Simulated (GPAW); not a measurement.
Consider BeNi (Pm-3m).

```xyz
2
Lattice="2.5870 0.0000 0.0000 0.0000 2.5870 0.0000 0.0000 0.0000 2.5870" Properties=species:S:1:pos:R:3 pbc="T T T"
Ni    1.2935    1.2935    1.2935
Be    0.0000    0.0000    0.0000
```

Absorber: atom 1, with 8 Be at 2.24 Å and 6 Ni at 2.59 Å (cube and octahedron, as in bcc, site symmetry m-3m). Method: GPAW, LDA, excited-electron core hole (neutral cell), 18-atom cell with 5.8 Å between holes, 5×5×5 k points, dipole transitions, Gaussian full width 1.44 eV up to 4 eV, rising linearly to 3.5 eV at 25 eV.

Question: Where do the maxima of the Ni K edge fall?

Main maxima up to 30 eV above the zero (height): 1.2 eV (0.81), 6.2 eV (0.92) and 21.8 eV (2.06). A K edge sees empty p states, which here mix into the lowest empty bands, so that weight starts at the zero. The total-energy difference is 8312.25 eV. The tabulated edge of the element is 8333 eV. The functional leaves an error in such absolute values: in the free atom LDA prices this hole 17.6 eV below PBE (computed apart), and PBE is itself good to a few eV.

The Ni K spectrum (energy from the lowest empty level; intensity scaled to a mean of 1 over the first 20 eV):

| E (eV) | intensity |
| --- | --- |
| -2.0 | 0.00 |
| -1.5 | 0.01 |
| -1.0 | 0.04 |
| -0.5 | 0.16 |
| 0.0 | 0.40 |
| 0.5 | 0.66 |
| 1.0 | 0.80 |
| 1.5 | 0.79 |
| 2.0 | 0.75 |
| 2.5 | 0.69 |
| 3.0 | 0.58 |
| 3.5 | 0.44 |
| 4.0 | 0.39 |
| 4.5 | 0.46 |
| 5.0 | 0.63 |
| 5.5 | 0.82 |
| 6.0 | 0.92 |
| 6.5 | 0.90 |
| 7.0 | 0.86 |
| 7.5 | 0.84 |
| 8.0 | 0.84 |
| 8.5 | 0.86 |
| 9.0 | 0.87 |
| 9.5 | 0.86 |
| 10.0 | 0.83 |
| 10.5 | 0.79 |
| 11.0 | 0.77 |
| 11.5 | 0.77 |
| 12.0 | 0.79 |
| 12.5 | 0.82 |
| 13.0 | 0.85 |
| 13.5 | 0.91 |
| 14.0 | 0.98 |
| 14.5 | 1.08 |
| 15.0 | 1.19 |
| 15.5 | 1.31 |
| 16.0 | 1.42 |
| 16.5 | 1.53 |
| 17.0 | 1.63 |
| 17.5 | 1.72 |
| 18.0 | 1.80 |
| 18.5 | 1.85 |
| 19.0 | 1.89 |
| 19.5 | 1.93 |
| 20.0 | 1.97 |
| 20.5 | 2.00 |
| 21.0 | 2.03 |
| 21.5 | 2.06 |
| 22.0 | 2.06 |
| 22.5 | 2.04 |
| 23.0 | 1.98 |
| 23.5 | 1.88 |
| 24.0 | 1.74 |
| 24.5 | 1.57 |
| 25.0 | 1.38 |
| 25.5 | 1.20 |
| 26.0 | 1.03 |
| 26.5 | 0.90 |
| 27.0 | 0.81 |
| 27.5 | 0.76 |
| 28.0 | 0.75 |
| 28.5 | 0.76 |
| 29.0 | 0.79 |
| 29.5 | 0.82 |
| 30.0 | 0.86 |
| 30.5 | 0.89 |
| 31.0 | 0.92 |
| 31.5 | 0.94 |
| 32.0 | 0.95 |

The hole lies in one spin channel, while the script sums the empty states of both and takes the lower zero; where the two channels are split, this blurs and shifts the curve. Quadrupole 1s→3d transitions, which feed the pre-edge, are not in the dipole spectrum. The starting moments shrank to 0.00 μB or less, so this is hardly a magnetic state. The holes are only 5.8 Å apart, so the shape is probably not converged with cell size; no larger cell was run here. Lifetime broadening is put in by hand, and intensities beyond about 20 eV depend on it and on the partial waves. The structure is a computed Materials Project entry and may be a hypothetical form.

[Banner, clock and machine lines of the logs are left out without a mark of their own.]

[Logs are printed without paths, hosts, clocks, repeated set-up lines and the standing remarks that a program may print on its own settings, such as how far it seeks lower states.]

[Hosts, paths, dates, database ids (printed as entryN), source tags and the programs' standing remarks are cut or masked in the printed files.]

[Lists of maxima count a maximum above −3 eV only where it reaches 4 % of the highest in the window and stands out from its surroundings by 2 % of it (1.5 % where it reaches 55 %); shoulders and weaker maxima are passed over, and of the rest the first, up to two pre-edge ones and the few strongest are named.]
